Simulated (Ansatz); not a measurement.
**1T-TaO2 monolayer in a perpendicular field**

What dipole does a perpendicular field induce in the 1T-TaO2 monolayer? A positive field points along +c.

Main program and level: Ansatz 0.2.0; plane-wave DFT, PBE-D3(BJ), Ansatz PAW.

**1. Starting point**

The cell holds 3 atoms: 2 O and 1 Ta. Cell: a = 3.184 Å, b = 3.184 Å, c = 35.953 Å, α = 90.0°, β = 90.0°, γ = 120.0°. Vacuum lies along c.

**2. Relaxation**

The starting cell is a guess, so the in-plane lattice and the atoms are relaxed first, with the slab cut off from its images along the normal.

The input, input.yaml:

```yaml
crystal:
  lattice:
    - [3.18449, 0.0, 0.0]
    - [-1.592245, 2.7578492381, 0.0]
    - [0.0, 0.0, 35.9525696572]
  atoms:
    - { symbol: O, position: [0.6666666667, 0.3333333333, 0.4658915944] }
    - { symbol: Ta, position: [0.0, 0.0, 0.5], spin: 1.0 }
    - { symbol: O, position: [0.3333333333, 0.6666666667, 0.5341084056] }
  periodic: [true, true, false]
magnetization:
  spin_polarized: true
kpoints:
  mp_grid: { grid: [12, 12, 1] }
hamiltonian:
  xc: pbe
  dispersion: d3bj
scf:
  occupations: { method: fermi_dirac, width: 0.05 }
  convergence: { dr2_threshold: 1.0e-09 }
relax:
  f_tol: 0.004
  max_steps: 90
  cell: {}
output:
  write_potential: true
  write_density: true
  volumetric_format: npy
```

Started as:

```sh
> ansatz run input.yaml --threads 2 --pin off --max-ram 3072MiB --backend cpu --events-out ev --progress --plain --runs-dir out
```

Numbers of over 12 decimals in the logs are rounded to 6 here.

The program printed:

```text
Warning: relax.cell: scf.convergence.dr2_threshold = 1e-9 eV is looser than the 1.93465395373e-10 eV advised for a relaxation that steers and ends on the stress (1e-10 eV for each atom of the cell: 3, times the square of relax.cell.stress_2d_tol = 0.05 N/m over 12.5 Å (the atoms' height at the walk's start and 5 Å past either face), 4.015e-2 GPa, over a crystal's default 0.05). What an SCF threshold leaves in a stress goes as its square root, and in the free energy as the threshold itself, and one threshold admits the most on a small cell: [figures from the program's tests cut] Set scf.convergence.dr2_threshold to 1.93465395373e-10 eV or tighter. [rest of the remark cut]
Engine: ansatz 0.2.0, x86_64-unknown-linux-gnu
Pseudopotentials: kind: paw
Pseudopotential: O, paw, valence charge 6, recommended cutoff 420 eV (normal), O.paw.azcp
Pseudopotential: Ta, paw, valence charge 13, recommended cutoff 420 eV (normal), Ta.paw.azcp
Functional definition: PBE
  parameter kappa = 0.804
  parameter beta = 0.066725
  exchange = pbe_x(kappa = kappa, mu = beta*pi^2/3)
  correlation = pbe_c(beta = beta)
Crystal: 3 atoms, lattice volume = 315.748 Å³
Basis set: ecut = 420 eV, 6229 PW (Γ), exchange–correlation on 48×48×486 points (8 copies of the dense FFT grid, shifted against one another)
Bands: 17, of which v1, the nominal top of the filled ones, is band 13 counted from 1 (12 counted from 0)
Symmetry: 12 space group operations
Space group: P-3m1 (ITA 164), of the structure as read, at distance tolerance 6.8e-5 Å
Magnetic group: BNS 164.85 (UNI 1315), of the structure as read, at distance tolerance 6.8e-5 Å
k-points: 19 of 144
Non-local potential: O, projectors of the file, l = 0: 2, l = 1: 2, l = 2: 1
Non-local potential: Ta, projectors of the file, l = 0: 3, l = 1: 2, l = 2: 2, l = 3: 1
PAW form: soft (Blöchl's): semilocal exchange-correlation on the pseudo side does not see the compensation charge
PAW one-centre angular grid: O, 110 points (default); XC on 64 Gauss nodes
PAW one-centre angular grid: Ta, 590 points (default); XC on 64 Gauss nodes
Initial density: superposition of atomic densities (neutral atoms: chi_scale 0, normalization atom)
Starting moments: Σ|m| = 1 μB on 1 of 3 sites
Initial wavefunctions: pseudopotential atomic-orbital guess
Functional: x = pbe(κ = 0.804, μ = 0.219515), c = pbe(β = 0.066725)
SCF iter   1: F=—  HF=-11071.411606 eV  |F-HF|=—  |Δ(HF+E_count)|=         —  Δρ=2.95e-2 (↑2.95e-2 ↓2.77e-2)  dr2=1.30e1  dr2_m=3.77e-2  M=0.574 μB ∫|m|=0.599 μB  β_m=0.30  ethr=3.10e-3  ⟨swp⟩=11.8  Hψ=5133  notcnv=0
Mixer restart at iter 1: flushing history
preconditioner: auto → LDOS  [metal: Δε(μ)=0.030 eV  Ē_g=8.779 eV  σ=0.050 eV  W_gap=0.15  n_scr=20 (ndim 8)  ℏωp=7.5 eV  f_vac=0.834  D(μ)=1.18/eV (n_scr^D=8)]
spin=Collinear: LDOS preconditioning applied to the charge; magnetization (m = ρ↑ − ρ↓) channel mixes plain (no charge-response kernel on spin).
SCF iter   2: F=—  HF=-11069.421846 eV  |F-HF|=—  |Δ(HF+E_count)|=    1.99e0  Δρ=1.58e-2 (↑1.58e-2 ↓1.42e-2)  dr2=3.96e0  dr2_m=1.87e-2  M=0.549 μB ∫|m|=0.574 μB  β_m=0.47  ethr=3.10e-3  ⟨swp⟩=4.1  Hψ=1889  notcnv=0  defer=1
SCF iter   3: F=—  HF=-11068.722096 eV  |F-HF|=—  |Δ(HF+E_count)|=   7.00e-1  Δρ=3.96e-3 (↑3.96e-3 ↓3.83e-3)  dr2=7.09e-2  dr2_m=3.21e-3  M=0.476 μB ∫|m|=0.501 μB  β_m=0.60  ethr=3.10e-3  ⟨swp⟩=4.6  Hψ=1886  notcnv=0  defer=3
SCF iter   4: F=—  HF=-11068.753105 eV  |F-HF|=—  |Δ(HF+E_count)|=         —  Δρ=2.16e-3 (↑2.16e-3 ↓1.44e-3)  dr2=9.09e-3  dr2_m=7.61e-3  M=0.304 μB ∫|m|=0.314 μB  β_m=0.60  ethr=2.84e-4  ⟨swp⟩=4.2  Hψ=1816  notcnv=0
SCF iter   5: F=—  HF=-11068.755810 eV  |F-HF|=—  |Δ(HF+E_count)|=   2.71e-3  Δρ=1.08e-3 (↑1.08e-3 ↓9.88e-4)  dr2=2.32e-4  dr2_m=2.99e-3  M=0.251 μB ∫|m|=0.257 μB  β_m=0.80  ethr=3.64e-5  ⟨swp⟩=3.4  Hψ=1479  notcnv=0
SCF iter   6: F=—  HF=-11068.758335 eV  |F-HF|=—  |Δ(HF+E_count)|=   2.52e-3  Δρ=4.11e-4 (↑3.37e-4 ↓4.11e-4)  dr2=1.74e-4  dr2_m=3.80e-4  M=0.148 μB ∫|m|=0.149 μB  β_m=0.88  ethr=9.30e-7  ⟨swp⟩=4.4  Hψ=1919  notcnv=0
SCF iter   7: F=—  HF=-11068.758940 eV  |F-HF|=—  |Δ(HF+E_count)|=   6.05e-4  Δρ=2.05e-4 (↑1.89e-4 ↓2.05e-4)  dr2=1.12e-5  dr2_m=1.09e-4  M=0.083 μB ∫|m|=0.084 μB  β_m=0.94  ethr=6.96e-7  ⟨swp⟩=3.2  Hψ=1373  notcnv=0
SCF iter   8: F=—  HF=-11068.759168 eV  |F-HF|=—  |Δ(HF+E_count)|=   2.28e-4  Δρ=6.50e-5 (↑6.24e-5 ↓6.50e-5)  dr2=1.83e-6  dr2_m=1.11e-5  M=0.011 μB ∫|m|=0.011 μB  β_m=0.97  ethr=4.49e-8  ⟨swp⟩=5.2  Hψ=2189  notcnv=0
SCF iter   9: F=—  HF=-11068.759173 eV  |F-HF|=—  |Δ(HF+E_count)|=   5.28e-6  Δρ=2.37e-5 (↑2.37e-5 ↓2.37e-5)  dr2=3.55e-7  dr2_m=1.52e-6  M=-0.011 μB ∫|m|=0.011 μB  β_m=0.92  ethr=7.33e-9  ⟨swp⟩=4.8  Hψ=2051  notcnv=0
SCF iter  10: F=—  HF=-11068.759177 eV  |F-HF|=—  |Δ(HF+E_count)|=   3.72e-6  Δρ=6.49e-6 (↑6.49e-6 ↓5.88e-6)  dr2=3.33e-8  dr2_m=9.53e-8  M=-0.002 μB ∫|m|=0.003 μB  β_m=0.92  ethr=1.42e-9  ⟨swp⟩=4.6  Hψ=1878  notcnv=0
SCF iter  11: F=—  HF=-11068.759177 eV  |F-HF|=—  |Δ(HF+E_count)|=   2.69e-7  Δρ=1.33e-6 (↑1.15e-6 ↓1.33e-6)  dr2=1.31e-9  dr2_m=3.74e-9  M=-0.000 μB ∫|m|=0.000 μB  β_m=0.96  ethr=1.33e-10  ⟨swp⟩=4.5  Hψ=1810  notcnv=0
SCF iter  12: F=—  HF=-11068.759177 eV  |F-HF|=—  |Δ(HF+E_count)|=   2.51e-8  Δρ=1.50e-7 (↑1.50e-7 ↓9.89e-8)  dr2=1.01e-10  dr2_m=6.39e-12  M=0.000 μB ∫|m|=0.000 μB  β_m=0.98  ethr=5.23e-12  ⟨swp⟩=5.2  Hψ=2058  notcnv=0
SCF iter  13: F=-11068.759177 eV  HF=-11068.759177 eV  |F-HF|=1.46e-11  |Δ(HF+E_count)|=  5.91e-10  Δρ=4.19e-8 (↑2.97e-8 ↓4.19e-8)  dr2=3.21e-12  dr2_m=2.42e-12  M=0.000 μB ∫|m|=0.000 μB  ethr=1.00e-12  ⟨swp⟩=8.2  Hψ=4670  notcnv=0
WARN: the starting moments were not kept: the SCF closed with an absolute magnetisation of 2.7e-5 μB, where they sum to 1 μB in size (1 site). That is at most 0.1 of that sum. Measured as dr2_m measures the in/out step, that magnetisation stands 1.3e-10 eV from none, at or under the dr2_threshold of 1.0e-9 eV: it is no larger than a step whose dr2_m would equal this threshold. The system may hold no moment; this SCF  [...]
SCF 1 converged in 13 iterations: F = -11068.759177 eV  dr2 = 3.21e-12
  greatest PAW one-centre occupation: 0.999 electrons in one spin orbital (limit 2), on the Ta atom at site 1 (counted from 0), in its partial waves of l = 0
relax step   1: F+E_penalty+E_count = -11068.75917749 eV  Δ(F+E_penalty+E_count) = +0.000e0 eV  max|allowed force component| = 2.714e0 eV/Å  Δτ_max = 0.0000 Å  P = -14.825 N/m  Ω = 315.748 Å³  fix = [c, alpha, beta]  reactions: c +0.000 N/m  (13 SCF iters, accepted)
Crystal: 3 atoms, lattice volume = 301.359 Å³
[...]
relax step   6: F+E_penalty+E_count = -11069.50496756 eV  Δ(F+E_penalty+E_count) = -4.186e-3 eV  max|allowed force component| = 1.042e-2 eV/Å  Δτ_max = 0.0096 Å  P = -0.123 N/m  Ω = 287.304 Å³  energy of the carried Pulay correction = +1.530e-2 eV  fix = [c, alpha, beta]  reactions: c -0.000 N/m  (10 SCF iters, accepted)
[...]
relax step   7: F+E_penalty+E_count = -11069.50514442 eV  Δ(F+E_penalty+E_count) = -1.769e-4 eV  max|allowed force component| = 7.287e-4 eV/Å  Δτ_max = 0.0002 Å  P = -0.000 N/m  Ω = 287.038 Å³  energy of the carried Pulay correction = +1.545e-2 eV  fix = [c, alpha, beta]  reactions: c -0.000 N/m  (8 SCF iters, accepted)
[...]
relax step   8: F+E_penalty+E_count = -11069.49677745 eV  Δ(F+E_penalty+E_count) = +8.367e-3 eV  max|allowed force component| = 4.922e-4 eV/Å  Δτ_max = 0.0000 Å  P = -0.255 N/m  Ω = 287.038 Å³  fix = [c, alpha, beta]  reactions: c -0.000 N/m  stress off target by 2.55e-1 N/m on what of the cell is left free  SCF on the basis re-selected at this cell (its energy is not comparable with the rows above)  (6 SCF iters)
[...]
relax step   9: F+E_penalty+E_count = -11069.49733778 eV  Δ(F+E_penalty+E_count) = -5.603e-4 eV  max|allowed force component| = 1.459e-3 eV/Å  Δτ_max = 0.0020 Å  P = -0.017 N/m  Ω = 286.331 Å³  energy of the carried Pulay correction = +3.914e-4 eV  fix = [c, alpha, beta]  reactions: c -0.000 N/m  (9 SCF iters, accepted)
iter 1 solved again at ethr=1.91e-7 eV; its pass at ethr=3.10e-3 eV (dr2=4.79e-5 eV) is discarded
SCF iter   1: F=—  HF=-11069.496885 eV  |F-HF|=—  |Δ(HF+E_count)|=         —  Δρ=3.61e-6 (↑3.61e-6 ↓3.59e-6)  dr2=2.28e-8  dr2_m=2.41e-12  M=-0.000 μB ∫|m|=0.000 μB  β_m=0.65  ethr=1.91e-7  ⟨swp⟩=6.8  Hψ=9190  notcnv=0
eigensolver tolerance schedule: the retry pair's looser diagonalisation over-reported the residual by 2101.74 of it (diagonalisation noise at 0.15 of the residual, at the tolerance the schedule requests for it); recorded, not acted on — ethr = c·dr2/N_el stays at c = 1.0e-1
preconditioner: auto → LDOS  [metal: Δε(μ)=0.079 eV  Ē_g=12.098 eV  σ=0.050 eV  W_gap=0.37  n_scr=18 (ndim 8)  ℏωp=9.0 eV  f_vac=0.850  D(μ)=2.48/eV (n_scr^D=14)]
spin=Collinear: LDOS preconditioning applied to the charge; magnetization (m = ρ↑ − ρ↓) channel mixes plain (no charge-response kernel on spin).
SCF iter   2: F=—  HF=-11069.497019 eV  |F-HF|=—  |Δ(HF+E_count)|=   1.34e-4  Δρ=1.21e-6 (↑1.21e-6 ↓1.21e-6)  dr2=4.04e-9  dr2_m=8.05e-13  M=-0.000 μB ∫|m|=0.000 μB  β_m=0.54  ethr=9.10e-11  ⟨swp⟩=5.4  Hψ=2132  notcnv=0
SCF iter   3: F=—  HF=-11069.497019 eV  |F-HF|=—  |Δ(HF+E_count)|=   1.41e-8  Δρ=5.50e-7 (↑5.48e-7 ↓5.50e-7)  dr2=6.33e-10  dr2_m=5.01e-13  M=-0.000 μB ∫|m|=0.000 μB  β_m=0.71  ethr=1.62e-11  ⟨swp⟩=3.3  Hψ=1173  notcnv=0
SCF iter   4: F=-11069.497019 eV  HF=-11069.497019 eV  |F-HF|=2.60e-10  |Δ(HF+E_count)|=   1.62e-9  Δρ=7.88e-8 (↑7.63e-8 ↓7.88e-8)  dr2=2.91e-11  dr2_m=8.62e-14  M=-0.000 μB ∫|m|=0.000 μB  ethr=2.53e-12  ⟨swp⟩=14.5  Hψ=6197  notcnv=0
the starting moments were not kept: the SCF closed with an absolute magnetisation of 4.0e-6 μB, where they sum to 1 μB in size (1 site). That is at most 0.1 of that sum. Measured as dr2_m measures the in/out step, that magnetisation stands 3.1e-12 eV from none, at or under the dr2_threshold of 1.0e-9 eV: it is no larger than a step whose dr2_m would equal this threshold.
SCF 10 converged in 4 iterations: F = -11069.497019 eV  dr2 = 2.91e-11
relax step  10: F+E_penalty+E_count = -11069.49701895 eV  Δ(F+E_penalty+E_count) = +3.188e-4 eV  max|allowed force component| = 1.419e-3 eV/Å  Δτ_max = 0.0000 Å  P = -0.024 N/m  Ω = 286.331 Å³  fix = [c, alpha, beta]  reactions: c -0.000 N/m  stress off target by 2.42e-2 N/m on what of the cell is left free  SCF on the basis re-selected at this cell (its energy is not comparable with the rows above)  (4 SCF iters)
basis re-selected at this cell: Δ(F+E_penalty+E_count) = +3.188e-4 eV, ΔP = -0.007 N/m vs the last step (what re-selecting the basis moved, of the pressure what is left beyond the Pulay correction that the steps carried, after the strain that the cell walked since its last selection, with what the two solves' SCF thresholds leave and, on support functions, any second-order correction that the steps lacked; it is no m [...]
WARN: The output density's exchange-correlation potential varies sharply where the density is thin. Do not read a vacuum level from v_tot or v_xc, or from such a field of the output density. On a cell that repeats whose density bears no net charge and no dipole along the vacuum's axis use v_es (v_loc + v_h of the components); under efield.dipole_correction with no amplitude use v_es + v_field, which holds any externa [...]
SCF converged after 4 iterations
Magnetization: -0.0000 μB (12.5000 up, 12.5000 down)
Absolute magnetization: 0.0000 μB (∫|ρ↑−ρ↓|, with the PAW one-centre terms)
Spin contamination: 0.0000 ħ² per cell (⟨S²⟩ above its minimum at these occupations)
Per-site moments (μB) at R_I (Å): [(-2.5693696532763136e-7, 0.858156), (-1.5617283424933737e-6, 0.858156), (-2.56936965318607e-7, 0.858156)]
Free energy (F): -11069.497019 eV
Harris-Foulkes:  -11069.497019 eV  (|F-HF|=2.60e-10)
Internal energy: -11069.477437 eV  (E = F + TS)
E sigma→0 (E₀):  -11069.487228 eV
Entropy (-TS):   -0.019582 eV (-6.527 meV/atom)
Fermi energy:    -5.079498 eV
--- Per-component energies (eV) ---
  E_band       = -638.810146
  E_kinetic    = 715.222471
  E_local      = -57649.396020  (includes V_loc(G=0)·N_el)
  E_nonlocal   = 109.819052
  E_hartree    = 28380.537138
  E_xc         = -365.498292
  E_vxc        = -391.585934  (∫ρ·V_xc dr)
  E_paw        = -8712.437764  (= ΣΔE_a)
  E_vpaw       = -183.948900  (= ΣTr[D̂ρ^β])
  E_aug_tail   = 0.005108  (compensation charges beyond the density's cutoff)
  E_ewald      = 26452.678901
  E_disp       = -0.408031  (pairwise vdW)
  E_smearing   = -0.019582  (= −TS)
  E_closure    = -0.000000  (closes the sum)
  Σ components = -11069.497019   (vs F -11069.497019, Δ=0.00e0)
--- Forces (eV/Å), atoms counted from 1 ---
  atom   1  O     -0.00000000     0.00000000    -0.00141900
  atom   2  Ta     0.00000000     0.00000000     0.00000000
  atom   3  O     -0.00000000    -0.00000000     0.00141900
  max |Σ_I F_I| component: 1.85e-17 eV/Å
--- 2D stress c σ (N/m, compression-positive) ---
       -0.024219       0.000000       0.000000
        0.000000      -0.024219       0.000000
        0.000000       0.000000      -0.000000
  P = ½ c Tr σ = -0.0242 N/m
--- Band table (eV; the first three rows and the last of 38) ---
  k-point 0 ↑: bands = [... 9 lower, -9.6559, -9.1462, -9.1462, -4.9210, -4.9210, -3.4421, -2.3110, -0.4617]
  k-point 1 ↑: bands = [... 9 lower, -9.5720, -9.4650, -9.2806, -4.9645, -4.7218, -3.4232, -2.0066, -0.6412]
  k-point 2 ↑: bands = [... 9 lower, -10.4047, -9.5695, -9.2192, -5.1187, -4.2275, -3.3649, -1.3865, -0.7399]
  k-point 18 ↓: bands = [... 9 lower, -10.5174, -10.5174, -9.8821, -4.1057, -3.6071, -3.6071, 0.6722, 0.6722]
  the weakly bound empty levels are not read free of the cell's end (no_gap_told)
--- Relaxed structure (8 steps of the walk, 7 accepted, 2 SCFs on fresh bases) ---
  F+E_penalty+E_count = -11069.49701895 eV   max|allowed force component| = 1.419e-3 eV/Å   (the final SCF, on the basis selected at the relaxed cell)
  cell:  # Å, volume = 286.3308 Å³
    - [3.032520, 0, 0]
    - [-1.516260, 2.626240, 0]
    - [0, 0, 35.9525696572]
  atoms:
    - { symbol: O, position: [0.666667, 0.333333, 0.468746] }
    - { symbol: Ta, position: [0, 0, 0.5] }
    - { symbol: O, position: [0.333333, 0.666667, 0.531254] }
```

Run time: 3.5 min. Hardware: 2 threads of AMD EPYC (Zen 3), shared host; peak memory 0.69 GiB.

Relaxation path:

| step | energy less that of the first step (eV) | largest force component (eV/Å) | volume (Å³) |
| --- | --- | --- | --- |
| 1 | 0.0000 | 2.7144 | 315.75 |
| 2 | -0.6505 | 0.5712 | 301.36 |
| 3 | -0.7181 | 0.1499 | 296.21 |
| 4 | -0.4416 | 1.9426 | 266.94 |
| 5 | -0.7416 | 0.0140 | 290.13 |
| 6 | -0.7458 | 0.0104 | 287.30 |
| 7 | -0.7460 | 0.0007 | 287.04 |
| 8* | -0.7376 | 0.0005 | 287.04 |
| 9 | -0.7382 | 0.0015 | 286.33 |
| 10* | -0.7378 | 0.0014 | 286.33 |

Relaxation steps marked * repeat the geometry before them on a plane-wave basis chosen anew for their cell, so energy and pressure can jump there. Relaxation step 4 was tried and not accepted.

Forces are held to the 12 operations that the run works with; a distortion that breaks them can't arise in this run.

| cell as run | before | after | change |
| --- | --- | --- | --- |
| a (Å) | 3.184 | 3.033 | -4.8 % |
| b (Å) | 3.184 | 3.033 | -4.8 % |

The atoms that moved most (Å, along periodic axes as changes of fractional coordinates times the final cell, across vacuum about the mean position):

| atom | dx | dy | dz | length |
| --- | --- | --- | --- | --- |
| O3 | 0.000 | 0.000 | -0.103 | 0.103 |
| O1 | 0.000 | 0.000 | 0.103 | 0.103 |

The relaxed structure:

```xyz
3
Lattice="3.0325 0.0000 0.0000 -1.5163 2.6262 0.0000 0.0000 0.0000 35.9526" Properties=species:S:1:pos:R:3
O     1.5163    0.8754   16.8526
Ta    0.0000    0.0000   17.9763
O     0.0000    1.7508   19.0999
```

Numbers from this step:

```
energy at zero smearing : -11069.4872 eV
```

The lattice constant a goes from 3.184 to 3.033 Å.

[end of part 1 of 2]

[Logs are printed without paths, hosts, clocks, repeated set-up lines and the standing remarks that a program may print on its own settings, such as how far it seeks lower states.]

[Hosts, paths, dates, database ids (printed as entryN), source tags and the programs' standing remarks are cut or masked in the printed files.]

[Maps of the electrostatic potential energy from Ansatz leave out the sawtooth potential of an applied field or a dipole correction, so their vacuum need not be flat; planar profiles and work functions include it.]
